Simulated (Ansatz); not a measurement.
# linear Y chain under tension and compression, part 3 of 3

Wanted: energy, moment and open channels of the linear Y chain from 12 % compression to 30 % stretch.

Ansatz 0.2.0; DFT RPBE, plane waves, PAW; relaxation of a chain's period (the session's first sound run).

So far, conductance of the lead as this run defines it (G₀): step 3 (At a set period, period over the relaxed period 0.88 …) 4.00; step 7 (period over the relaxed period 1.04, k-mesh 1×1×24) 2.51; step 8 (period over the relaxed period 1.08, k-mesh 1×1×23) 2.50; step 9 (period over the relaxed period 1.13, k-mesh 1×1×22) 2.50; step 10 (period over the relaxed period 1.2, k-mesh 1×1×21) 2.46. Also absolute moment (μB): step 2 (relaxation of atoms and period) 1.69; step 7 1.61; step 8 1.55; step 9 1.47; step 10 1.38.

## Step 11: The chain at a fixed length, period over the relaxed period 1.3, k-mesh 1×1×19 (continued)

Level of this step: DFT RPBE, plane waves, PAW; channels and complex bands of a perfect chain (Ansatz).

The open channels of the lead by energy, zero at the Fermi level:

| energy (eV) | spin up | spin down |
| --- | --- | --- |
| -2.000 | 1 | 0 |
| -1.790 | 1 | 1 |
| -1.615 | 1 | 1 |
| -1.405 | 1 | 1 |
| -1.195 | 1 | 1 |
| -0.985 | 1 | 1 |
| -0.810 | 1 | 1 |
| -0.600 | 1 | 1 |
| -0.390 | 1 | 1 |
| -0.215 | 1 | 1 |
| -0.005 | 2 | 1 |
| 0.205 | 1 | 1 |
| 0.415 | 3 | 3 |
| 0.590 | 4 | 2 |
| 0.800 | 2 | 4 |
| 1.010 | 2 | 4 |
| 1.185 | 2 | 4 |
| 1.395 | 0 | 3 |
| 1.605 | 2 | 2 |
| 1.815 | 2 | 2 |

At the computed energy nearest the Fermi level there are 2 spin-up and 1 spin-down channels, and the thermal average gives 1.49 G₀. The change of length costs 0.480 eV a cell and leaves an absolute moment of 1.37 μB a cell.

Between step 3 and this run (period over the relaxed period 1.3 and k-mesh 1×1×19) the value for the conductance of the lead as this run defines it moves from 4.00 G₀ to 1.49 G₀ (-63 %).

## Step 12: Side by side

Times are for 4 threads of Arm Neoverse V2, shared host. The runs compared:

| no. | period over the relaxed period | conductance of the lead as this run defines it (G₀) | absolute moment (μB) | energy at zero smearing less the lowest (eV) | time | memory (GiB) |
| --- | --- | --- | --- | --- | --- | --- |
| 1 | 0.88 | 4.000 | 0 | 0.04111 | 18 s | 0.46 |
| 2 | 0.92 | 4.000 | 0 | 0.005844 | 17 s | 0.45 |
| 3 | 0.96 | 3.509 | 0.5720 | 0.007156 | 19 s | 0.46 |
| 4 | 1 | 2.532 | 1.665 | 0 | 17 s | 0.45 |
| 5 | 1.04 | 2.507 | 1.610 | 0.01945 | 24 s | 0.51 |
| 6 | 1.08 | 2.503 | 1.546 | 0.06879 | 23 s | 0.49 |
| 7 | 1.13 | 2.502 | 1.471 | 0.1578 | 25 s | 0.5 |
| 8 | 1.2 | 2.461 | 1.380 | 0.3095 | 19 s | 0.46 |
| 9 | 1.3 | 1.487 | 1.369 | 0.4805 | 27 s | 0.49 |

## Step 13: A varied input: output.transmission.temperature = 150.0

This step: DFT RPBE, plane waves, PAW; channels and complex bands of a perfect chain; changed: output.transmission.temperature = 150.0 (Ansatz 0.2.0).

The atoms of the run at the relaxed period are kept and the input is varied, to see whether the result depends on it.

Contents of input.yaml:

```yaml
crystal:
  lattice:
    - [7.5, 0.0, 0.0]
    - [0.0, 7.5, 0.0]
    - [0.0, 0.0, 3.2504998906]
  atoms:
    - { symbol: "Y", position: [0.5, 0.5, 0.0], spin: 0.86 }
magnetization:
  spin_polarized: true
kpoints:
  mp_grid: { grid: [1, 1, 25] }
scf:
  occupations: { method: fermi_dirac, width: 0.05 }
hamiltonian:
  xc: rpbe
output:
  transmission:
    e_range: [-2, 2]
    de: 0.035
    kmesh: [1, 1]
    reduced_basis: true
    leads: [[0, 0]]
    temperature: 150.0
  stress: true
```

Launch:

```sh
$ ansatz run input.yaml --threads 4 --pin off --max-ram 8192MiB --backend cpu --events-out ev --progress --plain --runs-dir out
```

Numbers of over 12 decimals in the logs are rounded to 6 here.

Log:

```text
[...]
Crystal: 1 atoms, lattice volume = 182.841 Å³
Basis set: ecut = 420 eV, 3579 PW (Γ)
Bands: 10, of which v1, the nominal top of the filled ones, is band 6 counted from 1 (5 counted from 0)
Symmetry: 16 space group operations
[...]
k-points: 13 of 25
[...]
Starting moments: Σ|m| = 0.86 μB on 1 of 1 site
[...]
SCF iter   1: F=—  HF=-3852.875368 eV  |F-HF|=—  |Δ(HF+E_count)|=         —  Δρ=9.55e-3 (↑9.55e-3 ↓7.71e-3)  dr2=1.23e0  dr2_m=1.37e-2  M=0.726 μB ∫|m|=0.726 μB  β_m=0.30  ethr=3.10e-3  ⟨swp⟩=4.4  Hψ=1504  notcnv=0
[...]
SCF iter  16: F=-3852.842100 eV  HF=-3852.842100 eV  |F-HF|=7.59e-11  |Δ(HF+E_count)|=   7.25e-9  Δρ=1.95e-7 (↑1.21e-7 ↓1.95e-7)  dr2=6.94e-11  dr2_m=3.90e-11  M=1.665 μB ∫|m|=1.665 μB  ethr=2.23e-11  ⟨swp⟩=1.7  Hψ=847  notcnv=0
SCF 1 converged in 16 iterations: F = -3852.842100 eV  dr2 = 6.94e-11
[...]
transmission: 8 of 48 steps passed
transmission: 12 of 48 steps passed
[...]
transmission: 48 of 48 steps passed
SCF converged after 16 iterations
Magnetization: 1.6647 μB (6.3323 up, 4.6677 down)
Absolute magnetization: 1.6647 μB (∫|ρ↑−ρ↓|, with the PAW one-centre terms)
[...]
Per-site moments (μB) at R_I (Å): [(0.849575, 1.340831)]
Free energy (F): -3852.842100 eV
[...]
Internal energy: -3852.824462 eV  (E = F + TS)
E sigma→0 (E₀):  -3852.833281 eV
Entropy (-TS):   -0.017638 eV (-17.638 meV/atom)
Fermi energy:    -0.376684 eV
[...]
--- Stress (GPa, compression-positive) ---
       -0.436475       0.000000       0.000000
        0.000000      -0.436475       0.000000
        0.000000       0.000000       0.010862
  P = ⅓ Tr σ = -0.2874 GPa (-2.874 kbar)
--- Band table (eV; the first three rows and the last of 26) ---
[...]
--- Transmission ---
  basis      : 497 plane waves across, 4 finite elements along
  points     : 1, standing for a mesh of 1 x 1
[...]
crystal 0  : Y1, at the sites [0, 0], period 3.2505 Å: whole cells are its period
[...]
channels       : 4.000000e0 up, 1.000000e0 down
    conductance    : none, the energies end too early or step too widely for 150 K: set another output.transmission.e_range or a lower de, or, where they end at an eighth of basis.ecutwfc, a higher one
```

It took 17 s on 4 threads of Arm Neoverse V2, shared host; peak memory 0.44 GiB; 59 s of CPU time.

Numbers from this step:

| Quantity | Value |
| --- | --- |
| energy at zero smearing | -3852.8333 eV |
| total moment | 1.665 μB |
| absolute moment | 1.665 μB |
| channels at the energy nearest the Fermi level, spin up | 4 |

Open channels of the lead against energy, zero at the Fermi level:

| energy (eV) | spin up | spin down |
| --- | --- | --- |
| -2.000 | 1 | 0 |
| -1.790 | 1 | 1 |
| -1.615 | 1 | 1 |
| -1.405 | 1 | 1 |
| -1.195 | 1 | 1 |
| -0.985 | 3 | 1 |
| -0.810 | 3 | 1 |
| -0.600 | 3 | 1 |
| -0.390 | 4 | 1 |
| -0.215 | 4 | 1 |
| -0.005 | 4 | 1 |
| 0.205 | 5 | 2 |
| 0.415 | 6 | 4 |
| 0.590 | 6 | 4 |
| 0.800 | 6 | 5 |
| 1.010 | 3 | 6 |
| 1.185 | 4 | 6 |
| 1.395 | 2 | 5 |
| 1.605 | 0 | 3 |
| 1.815 | 0 | 1 |

Site moment by atom:

| atom | site moment (μB) |
| --- | --- |
| Y1 | 0.850 |

It took 17 s against 17 s for the run it varies; the program gives no conductance for this window, step and temperature, so that result is lost.

The total moment, absolute moment, channels at the energy nearest the Fermi level, spin up and channels at the energy nearest the Fermi level, spin down stay within 0.2 % plus 0.001 of the run it varies.

## Step 14: Outcome

| Property | Result |
| --- | --- |
| relaxed cell length | 3.250 Å |
| conductance at period × 0.88 | 4.00 G₀ |
| conductance at period × 1.0 | 2.53 G₀ |
| conductance at period × 1.13 | 2.50 G₀ |
| conductance at period × 1.3 | 1.49 G₀ |
| absolute moment at period × 0.88 | 0 μB |
| absolute moment at period × 1.0 | 1.66 μB |
| absolute moment at period × 1.3 | 1.37 μB |

**Reading.** In these runs no moment survives at the shortest period, and one is present from a factor of 0.96 on: longer bonds narrow the bands, which favours exchange splitting. The conductance goes from 4.00 G₀ at the shortest period to 1.49 G₀ at the longest, while the magnetic state changes too. Transport is coherent and elastic here: the atoms are frozen, so scattering by vibrations plays no part. No search over magnetic orders was made; another may lie lower. The box is narrow for bonds this long, so the chain feels its sideways images. For the perfect chain only parallel moments were started; its antiparallel and spiral orders were not tested. The lead's cell of one atom keeps the chain straight and evenly spaced; a zigzag or dimerised form may lie lower.

[Logs are printed without paths, hosts, clocks, repeated set-up lines and the standing remarks that a program may print on its own settings, such as how far it seeks lower states.]

[Hosts, paths, dates, database ids (printed as entryN), source tags and the programs' standing remarks are cut or masked in the printed files.]
